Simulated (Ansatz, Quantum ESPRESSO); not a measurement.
# Complex bands of SrO, rock salt type, lattice constant set to 5.121 Å, part 4 of 4

Aim: how fast states decay in the gap of SrO, rock salt type, lattice constant set to 5.121 Å.

Quantum ESPRESSO 7.5; plane-wave DFT, LDA, PseudoDojo norm-conserving pseudopotentials; cross-check by Ansatz 0.2.0 with PAW datasets.

So far. Step 2 (Self-consistent run): The run needed 13 iterations to bring the estimated error under 1e-09 Ry.

## Step 5: The same in Ansatz

As a check, the same structure is run in Ansatz.

Level of this step: plane-wave DFT, LDA, Ansatz PAW (Ansatz 0.2.0).

The input, input.yaml:

```yaml
crystal:
  lattice:
    - [3.6210938265, 0.0, 0.0]
    - [0.0, 3.6210938265, 0.0]
    - [0.0, 0.0, 5.121]
  atoms:
    - { symbol: Sr, position: [0.0, 0.0, 0.0] }
    - { symbol: O, position: [0.5, 0.5, 0.0] }
    - { symbol: Sr, position: [0.5, 0.5, 0.5] }
    - { symbol: O, position: [0.0, 0.0, 0.5] }
kpoints:
  mp_grid: { grid: [6, 6, 6] }
hamiltonian:
  xc: lda
scf:
  occupations: { method: fixed }
  convergence: { dr2_threshold: 1.0e-09 }
output:
  transmission:
    leads: [[0, 0]]
    kpoints: [[0, 0], [0.5, 0], [0.5, 0.5], [0.25, 0]]
    e_range: [-1.92, 7.44]
    de: 0.24
```

Run with:

```bash
> ansatz run input.yaml --threads 2 --pin off --max-ram 4096MiB --backend cpu --events-out ev --progress --plain --runs-dir out
```

Numbers of over 12 decimals in the logs are rounded to 6 here.

The program printed:

```text
Engine: ansatz 0.2.0, x86_64-unknown-linux-gnu
Pseudopotentials: kind: paw
Pseudopotential: Sr, paw, valence charge 10, recommended cutoff 420 eV (normal), Sr.paw.azcp
Pseudopotential: O, paw, valence charge 6, recommended cutoff 420 eV (normal), O.paw.azcp
Functional definition: SPW92
  exchange = slater_x
  correlation = pw_c
Crystal: 4 atoms, lattice volume = 67.148 Å³
Basis set: ecut = 420 eV, 1297 PW (Γ)
Bands: 20, of which v1, the nominal top of the filled ones, is band 16 counted from 1 (15 counted from 0)
Symmetry: 32 space group operations
Space group: Fm-3m (ITA 225), of the structure as read, at distance tolerance 4.1e-5 Å
k-points: 40 of 216
Non-local potential: Sr, projectors of the file, l = 0: 3, l = 1: 2, l = 2: 2
Non-local potential: O, projectors of the file, l = 0: 2, l = 1: 2, l = 2: 1
PAW form: soft (Blöchl's): semilocal exchange-correlation on the pseudo side does not see the compensation charge
PAW frozen core: Sr, regenerated for the run's functional, and the local potential with it (the file was generated under x = pbe(κ = 0.804, μ = 0.219515), c = pbe(β = 0.066725))
PAW frozen core: O, regenerated for the run's functional, and the local potential with it (the file was generated under x = pbe(κ = 0.804, μ = 0.219515), c = pbe(β = 0.066725))
PAW one-centre angular grid: Sr, 110 points (default); XC on 64 Gauss nodes
PAW one-centre angular grid: O, 110 points (default); XC on 64 Gauss nodes
Initial density: superposition of atomic densities (neutral atoms: chi_scale 0, normalization atom), corrected by the library's trained network
Initial wavefunctions: pseudopotential atomic-orbital guess
Functional: x = slater, c = lda
SCF iter   1: F=—  HF=-8005.677128 eV  |F-HF|=—  |Δ(HF+E_count)|=         —  Δρ=1.63e-2  dr2=1.80e-1  ethr=1.77e-3  ⟨swp⟩=5.4  Hψ=3988  notcnv=0  defer=55
preconditioner: auto → none  [insulator: Δε(μ)=2.867 eV  Ē_g=14.500 eV  n_scr=14 (ndim 8)  ℏωp=24.0 eV  f_vac=0.000  ε∞_Penn≈3.7]
SCF iter   2: F=—  HF=-8005.673862 eV  |F-HF|=—  |Δ(HF+E_count)|=   3.27e-3  Δρ=1.73e-2  dr2=1.67e-1  ethr=5.63e-4  ⟨swp⟩=2.6  Hψ=1819  notcnv=0  defer=70
SCF iter   3: F=—  HF=-8005.635385 eV  |F-HF|=—  |Δ(HF+E_count)|=   3.85e-2  Δρ=2.12e-3  dr2=1.36e-3  ethr=5.21e-4  ⟨swp⟩=2.1  Hψ=1126  notcnv=0  defer=73
SCF iter   4: F=—  HF=-8005.635021 eV  |F-HF|=—  |Δ(HF+E_count)|=   3.64e-4  Δρ=3.19e-4  dr2=2.66e-5  ethr=4.25e-6  ⟨swp⟩=2.4  Hψ=1323  notcnv=0  defer=78
SCF iter   5: F=—  HF=-8005.635014 eV  |F-HF|=—  |Δ(HF+E_count)|=   6.63e-6  Δρ=8.53e-5  dr2=2.32e-6  ethr=8.30e-8  ⟨swp⟩=2.2  Hψ=1413  notcnv=0  defer=53
SCF iter   6: F=—  HF=-8005.635013 eV  |F-HF|=—  |Δ(HF+E_count)|=   1.78e-6  Δρ=2.64e-5  dr2=2.52e-7  ethr=7.24e-9  ⟨swp⟩=2.6  Hψ=1435  notcnv=0  defer=22
SCF iter   7: F=—  HF=-8005.635013 eV  |F-HF|=—  |Δ(HF+E_count)|=   4.63e-8  Δρ=1.88e-6  dr2=2.03e-9  ethr=7.88e-10  ⟨swp⟩=2.6  Hψ=1355  notcnv=0  defer=22
SCF iter   8: F=-8005.635013 eV  HF=-8005.635013 eV  |F-HF|=1.82e-11  |Δ(HF+E_count)|=  4.58e-10  Δρ=1.52e-7  dr2=1.73e-11  ethr=3.13e-12  ⟨swp⟩=6.4  Hψ=3574  notcnv=0
SCF 1 converged in 8 iterations: F = -8005.635013 eV  dr2 = 1.73e-11
  greatest PAW one-centre occupation: 0.987 electrons in one spin orbital (limit 2), on the Sr atom at site 2 (counted from 0), in its partial waves of l = 0
transmission: 10 of 40 steps passed
transmission: 20 of 40 steps passed
transmission: 30 of 40 steps passed
transmission: 40 of 40 steps passed
SCF converged after 8 iterations
Free energy (F): -8005.635013 eV
Harris-Foulkes:  -8005.635013 eV  (|F-HF|=1.82e-11)
Internal energy: -8005.635013 eV  (E = F + TS)
E sigma→0 (E₀):  -8005.635013 eV
Fermi energy:    7.653952 eV
--- Per-component energies (eV) ---
  E_band       = -120.158237
  E_kinetic    = 843.602322
  E_local      = -1721.786745  (includes V_loc(G=0)·N_el)
  E_nonlocal   = 512.357805
  E_hartree    = 460.077877
  E_xc         = -491.968164
  E_vxc        = -515.032759  (∫ρ·V_xc dr)
  E_paw        = -5487.677041  (= ΣΔE_a)
  E_vpaw       = -159.459629  (= ΣTr[D̂ρ^β])
  E_aug_tail   = 0.004917  (compensation charges beyond the density's cutoff)
  E_ewald      = -2121.028098
  E_core_change = 0.782114  (= ΣΔE_core)
  E_smearing   = -0.000000  (= −TS)
  E_closure    = -0.000000  (closes the sum)
  Σ components = -8005.635013   (vs F -8005.635013, Δ=0.00e0)
--- Band table (eV; the first three rows and the last of 40) ---
  k-point 0: bands = [... 12 lower, 7.5879, 7.6539, 7.6540, 7.6540, 10.8035, 11.5514, 13.8478, 13.8478]
  k-point 1: bands = [... 12 lower, 7.5697, 7.5697, 7.6194, 7.6194, 10.9350, 11.9569, 13.4877, 14.1547]
  k-point 2: bands = [... 12 lower, 7.5338, 7.5338, 7.5540, 7.5540, 11.3228, 12.7209, 12.7349, 14.4588]
  k-point 39: bands = [... 12 lower, 7.2478, 7.2478, 7.2478, 7.2478, 13.6127, 13.6127, 13.6127, 13.6127]
--- Transmission ---
  basis      : 113 plane waves across, 10 finite elements along
  points     : 4, as listed
  energies   : 40 from -1.920000 to 7.440000 eV about the Fermi level, 0.240000 eV apart; the leads are filled to 1.574749 eV, and channels, transmission and decay are at 1.680000 eV
  crystal 0  : Sr2O2, at the sites [0, 0], period 5.1210 Å: whole cells are its period
    offset         : up to 0.0000 Å between an atom of the period and one for which it stands
    channels       : 0.000000e0 a spin
    conductance    : none, the energies end too early or step too widely for 300 K: set another output.transmission.e_range or a lower de, or, where they end at an eighth of basis.ecutwfc, a higher one
    slowest decay  : 0.2614 /Å at (0.0000, 0.0000)
```

Run time: 15 s. Hardware: 2 threads of Intel Xeon Platinum 8488C (Sapphire Rapids), shared host; peak memory 0.43 GiB; 19 s of CPU time.

Numbers from this step:

| Item | Value |
| --- | --- |
| free energy | -8005.6350 eV |
| gap by band count | 3.149 eV |
| symmetry operations | 32 |
| slowest decay at the grid energy nearest mid-gap | 0.2614 Å⁻¹ |
| peak of the smallest κ at the zone centre | 0.2642 Å⁻¹ |
| peak of the smallest κ at (1/2, 0) | 0.4246 Å⁻¹ |
| peak of the smallest κ at (1/2, 1/2) | 0.3469 Å⁻¹ |
| peak of the smallest κ at (1/4, 0) | 0.3344 Å⁻¹ |
| valence top, on the run's zero | 7.654 eV |

K across = (0, 0) in the cell's reciprocal vectors; values within 0.0025 1/Å of each other count once, columns are sorted by size at each energy, a dash where no further value was kept. The Im kz of the slowest decaying states by energy, zero at the highest filled level of the SCF mesh:

```
energy (eV)  decay 1 (Å⁻¹)  decay 2 (Å⁻¹)  decay 3 (Å⁻¹)
      -1.92          0.269          0.932           1.22
      -1.68          0.207          0.894           1.19
      -1.20          0.802           1.13           1.43
      -0.96          0.743           1.10           1.40
      -0.72          0.669           1.07           1.38
      -0.24          0.145          0.362           1.00
       0.00         0.0130         0.0386          0.228
       0.24          0.133          0.281          0.400
       0.72          0.209          0.351          0.533
       0.96          0.230          0.376          0.560
       1.20          0.245          0.397          0.577
       1.68          0.261          0.431          0.591
       1.92          0.264          0.444          0.591
       2.16          0.264          0.455          0.553
       2.64          0.251          0.399          0.474
       2.88          0.238          0.291          0.481
       3.36          0.192          0.491          0.539
       3.60          0.151          0.495          0.523
       3.84         0.0697          0.498          0.505
       4.32          0.461          0.501          0.693
       4.56          0.435          0.501          0.656
       4.80          0.407          0.501          0.620
       5.28          0.336          0.497          0.554
       5.52          0.291          0.493          0.524
       5.76          0.236          0.489          0.496
       6.24         0.0688          0.443          0.477
       6.48          0.165          0.417          0.470
       6.72          0.216          0.391          0.461
       7.20          0.277          0.335          0.438
       7.44          0.297          0.303          0.423
```

K across = (0, 0) in the cell's reciprocal vectors. Table of Re kz of states that move upwards by energy, zero at the highest filled level of the SCF mesh:

```
energy (eV)  channel 1 (Å⁻¹)  channel 2 (Å⁻¹)  channel 3 (Å⁻¹)
      -1.92                -                -                -
      -1.68                -                -                -
      -1.44                -                -                -
      -1.20           -0.452           -0.451                -
      -0.96           -0.359           -0.344                -
      -0.72           -0.287           -0.246                -
      -0.48           -0.219           -0.125                -
      -0.24           -0.146                -                -
       0.00                -                -                -
       0.24                -                -                -
       0.72                -                -                -
       0.96                -                -                -
       1.20                -                -                -
       1.44                -                -                -
       1.68                -                -                -
       1.92                -                -                -
       2.16                -                -                -
       2.40                -                -                -
       2.64                -                -                -
       2.88                -                -                -
       3.12                -                -                -
       3.36            0.259                -                -
       3.60            0.380                -                -
       3.84            0.473                -                -
       4.08            0.131            0.552                -
       4.32           -0.604            0.210                -
       4.56           -0.538            0.276                -
       4.80           -0.476            0.338                -
       5.28           -0.356            0.458                -
       5.52           -0.294            0.517                -
       5.76           -0.227            0.574                -
       6.00           -0.596           -0.146                -
       6.24           -0.540           0.0786           0.0786
       6.48           -0.484            0.197            0.197
       6.72           -0.429            0.270            0.270
       6.96           -0.372            0.329            0.329
       7.20           -0.313            0.381            0.381
       7.44           -0.248            0.428            0.428
```

K across = (1/2, 0) in the cell's reciprocal vectors; values within 0.0025 1/Å of each other count once, columns are sorted by size at each energy, a dash where no further value was kept. The Im kz of the slowest decaying states by energy, zero at the highest filled level of the SCF mesh:

```
energy (eV)  decay 1 (Å⁻¹)  decay 2 (Å⁻¹)  decay 3 (Å⁻¹)
      -1.92          0.510          0.698              -
      -1.68          0.147          0.414          0.619
      -1.44          0.296          0.331          0.503
      -1.20          0.115          0.238          0.431
      -0.96          0.298          0.496              -
      -0.72          0.490          0.541              -
      -0.48          0.573              -              -
      -0.24          0.158          0.597          0.626
       0.00          0.230          0.614          0.661
       0.24          0.274          0.627          0.687
       0.72          0.332          0.641          0.721
       0.96          0.352          0.644          0.731
       1.20          0.368          0.644          0.739
       1.44          0.382          0.643          0.744
       1.68          0.393          0.640          0.747
       1.92          0.402          0.635          0.748
       2.16          0.409          0.628          0.747
       2.40          0.415          0.620          0.746
       2.64          0.419          0.611          0.743
       2.88          0.422          0.600          0.738
       3.12          0.424          0.587          0.733
       3.36          0.425          0.573          0.726
       3.60          0.424          0.557          0.718
       3.84          0.423          0.539          0.709
       4.08          0.421          0.518          0.700
       4.32          0.418          0.495          0.689
       4.56          0.414          0.469          0.677
       4.80          0.415          0.434          0.664
       5.28          0.380          0.634           1.12
       5.52          0.349          0.617           1.07
       5.76          0.279          0.340          0.599
       6.00          0.166          0.322          0.579
       6.24          0.294          0.557          0.893
       6.48          0.249          0.533          0.808
       6.72          0.170          0.319          0.506
       6.96          0.475          0.516          0.575
       7.20          0.441          0.476          0.651
       7.44          0.400          0.411          0.733
```

K across = (1/2, 1/2) in the cell's reciprocal vectors; values within 0.0025 1/Å of each other count once, columns are sorted by size at each energy, a dash where no further value was kept. The Im kz of the slowest decaying states by energy, zero at the highest filled level of the SCF mesh:

```
energy (eV)  decay 1 (Å⁻¹)  decay 2 (Å⁻¹)  decay 3 (Å⁻¹)
      -1.92          0.316          0.845              -
      -1.44          0.203          0.749              -
      -0.96          0.611              -              -
      -0.48          0.267              -              -
      -0.24          0.471              -              -
       0.00         0.0915          0.154          0.644
       0.24          0.187          0.280          0.737
       0.72          0.277          0.351          0.847
       1.20          0.328          0.359          0.915
       1.68          0.337          0.362          0.962
       2.16          0.293          0.385          0.996
       2.64          0.219          0.401           1.02
       2.88          0.162          0.406           1.03
       3.36          0.413           1.05           1.46
       3.84          0.415           1.06           1.41
       4.32          0.412           1.07           1.35
       4.80          0.405           1.07           1.29
       5.28          0.393           1.08           1.23
       5.76          0.376           1.08           1.17
       6.00          0.364           1.08           1.14
       6.48          0.335           1.07           1.08
       6.96          0.292          0.989           1.08
       7.44          0.222          0.903           1.08
```

K across = (1/4, 0) in the cell's reciprocal vectors; values within 0.0025 1/Å of each other count once, columns are sorted by size at each energy, a dash where no further value was kept. The Im kz of the slowest decaying states by energy, zero at the highest filled level of the SCF mesh:

```
energy (eV)  decay 1 (Å⁻¹)  decay 2 (Å⁻¹)  decay 3 (Å⁻¹)
      -1.92          0.190          0.716          0.819
      -1.68          0.653          0.768           1.41
      -1.44          0.572          0.706           1.38
      -1.20          0.454          0.627           1.36
      -0.96         0.0540          0.189          0.242
      -0.72          0.231          0.365          0.376
      -0.48          0.307          0.330          0.457
      -0.24          0.178          0.470          0.511
       0.00          0.133          0.248          0.541
       0.24          0.197          0.294          0.567
       0.72          0.264          0.356          0.591
       0.96          0.284          0.378          0.596
       1.20          0.300          0.396          0.598
       1.44          0.312          0.412          0.597
       1.68          0.321          0.425          0.594
       1.92          0.328          0.436          0.588
       2.16          0.332          0.446          0.581
       2.40          0.334          0.454          0.572
       2.64          0.334          0.461          0.561
       2.88          0.333          0.467          0.548
       3.12          0.329          0.471          0.534
       3.36          0.323          0.474          0.518
       3.60          0.315          0.476          0.499
       3.84          0.304          0.474          0.479
       4.08          0.290          0.457          0.511
       4.32          0.273          0.377          0.431
       4.56          0.232          0.250          0.402
       4.80          0.220          0.368          0.482
       5.28          0.109          0.274          0.430
       5.52          0.196          0.398          0.472
       5.76          0.361          0.467          0.742
       6.00         0.0774          0.317          0.462
       6.24          0.164          0.265          0.456
       6.48          0.190          0.195          0.449
       6.72         0.0651          0.191          0.441
       6.96          0.173          0.433          0.564
       7.20          0.123          0.426          0.514
       7.44          0.422          0.467          0.640
```

## Step 6: By hand

T falls as exp(−2κd). With κ = 0.259 1/Å, 10 Å of barrier pass exp(−2 × 0.259 × 10) = 0.0056 of that channel, interfaces aside.

## Step 7: What came out

| Item | Value |
| --- | --- |
| gap on the SCF mesh | 3.16 eV |
| smallest κ at mid-gap among the four k points, at the zone centre | 0.259 Å⁻¹ |
| peak of the smallest κ in the stop band at the zone centre | 0.265 Å⁻¹ |
| peak of the smallest κ in the stop band at (1/2, 0) | 0.425 Å⁻¹ |
| peak of the smallest κ in the stop band at (1/2, 1/2) | 0.347 Å⁻¹ |
| peak of the smallest κ in the stop band at (1/4, 0) | 0.335 Å⁻¹ |
| energy of the peak at the zone centre, over the highest filled level | 1.92 eV |
| peak at the zone centre by Ansatz | 0.264 Å⁻¹ |

In words: With a gap of 3.16 eV on the mesh, the smallest κ at mid-gap among the four k points, at the zone centre is 0.259 Å⁻¹ (LDA, PseudoDojo norm-conserving). For a barrier with the Fermi level at mid-gap the slowest state found, at the zone centre, loses a factor of ten in probability every 4.4 Å or so. Stop bands away from the zone centre are mostly wider than the gap, so their peaks can lie above the conduction bottom. At the zone centre pwcond's peak is 0.265 and Ansatz's 0.264 1/Å, 0 % apart. The cell is the a/√2 one, turned by 45°, with two primitive cells, so X along [001] folds onto kz = 0. A semilocal gap is too small, often by a third to a half and by more in narrow-gap crystals, so real barriers decay faster. Spin-orbit coupling is left out; depending on the atoms that carry the levels of interest, it can split and shift them by tens to hundreds of meV.

[Logs are printed without paths, hosts, clocks, repeated set-up lines and the standing remarks that a program may print on its own settings, such as how far it seeks lower states.]

[Hosts, paths, dates, database ids (printed as entryN), source tags and the programs' standing remarks are cut or masked in the printed files.]

[Maps of the electrostatic potential energy from Ansatz leave out the sawtooth potential of an applied field or a dipole correction, so their vacuum need not be flat; planar profiles and work functions include it.]
